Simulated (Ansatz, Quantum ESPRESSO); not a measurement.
## Co (hcp): bulk modulus from a few volumes

How stiff is hcp Co under hydrostatic load? Each row relaxes cell and atoms at a set pressure. The phase is followed to these pressures whether or not it stays the stable one.

Calculated with Ansatz 0.2.0, PBEsol, PAW files of the set soft_1, cutoff 600 eV, Fermi–Dirac smearing 0.05 eV, k-mesh 20×20×11, ferromagnetic start, no spin-orbit coupling.

Reference cell, relaxed at zero pressure with PBEsol (P6_3/mmc): a = 2.4567 Å, b = 2.4567 Å, c = 3.9682 Å, α = 90.00°, β = 90.00°, γ = 120.00°.

```csv
atom,x,y,z
Co,0.3333,0.6667,0.7500
Co,0.6667,0.3333,0.2500
```

| V (Å³/atom) | V/V0 | P (GPa) | E − E0 (meV/atom) |
| --- | --- | --- | --- |
| 10.1725 | 0.9809 | 5.002 | 3.0 |
| 9.9925 | 0.9635 | 10.002 | 11.4 |
| 9.8275 | 0.9476 | 15.002 | 24.3 |
| 9.6751 | 0.9329 | 20.007 | 40.9 |
| 9.4040 | 0.9068 | 30.004 | 83.0 |

V0 = 10.3706 Å³ an atom, where the residual pressure P0 is +0.005 GPa. **Question.** Fit the Birch–Murnaghan law and give the pressure and the energy at V = 10.5462 Å³ an atom, a row left out above.

With the Eulerian strain f = ½[(V0/V)^(2/3) − 1] and F = (P − P0)/[3f(1 + 2f)^(5/2)], the third-order law is the line F = B0 + (3/2) B0 (B′ − 4) f.

| f | F (GPa) |
| --- | --- |
| 0.03370 | 252.08 |
| 0.02368 | 250.76 |
| 0.01826 | 250.35 |
| 0.01253 | 249.89 |
| 0.00647 | 249.28 |

A straight line through the 5 rows: the means are 0.01893 for f and 250.47 for F, Σ(Δx)² = 0.0004374 and ΣΔxΔy = 0.04378, so the slope is 0.04378/0.0004374 = 100.09 and the intercept 250.47 − (100.09)(0.01893) = 248.58.

Hence B0 = 248.6 GPa and B′ = 4 + (100.1)/(1.5 × 248.6) = 4.27. For the withheld volume f = −0.00557, F = 248.02 GPa and P = −4.02 GPa, an extrapolation past the fitted rows. The run itself gives −4.00 GPa, so the estimate misses by 0.02 GPa; the fitted rows themselves lie up to 0.02 GPa off the law.

Integrating the same law gives E − E0 = (9/2) B0 V0 f²[1 + (B′ − 4) f] + P0(V0 − V), with 1 GPa Å³ = 6.2415 meV: 2.2 meV an atom. The run itself gives 2.2 meV, so the estimate misses by 0.0 meV, a rounding's worth.

The same fit over all rows at other levels or in other programs gives B0 = 251 GPa with PBEsol (Quantum ESPRESSO, GBRV).

[Logs are printed without paths, hosts, clocks, repeated set-up lines and the standing remarks that a program may print on its own settings, such as how far it seeks lower states.]
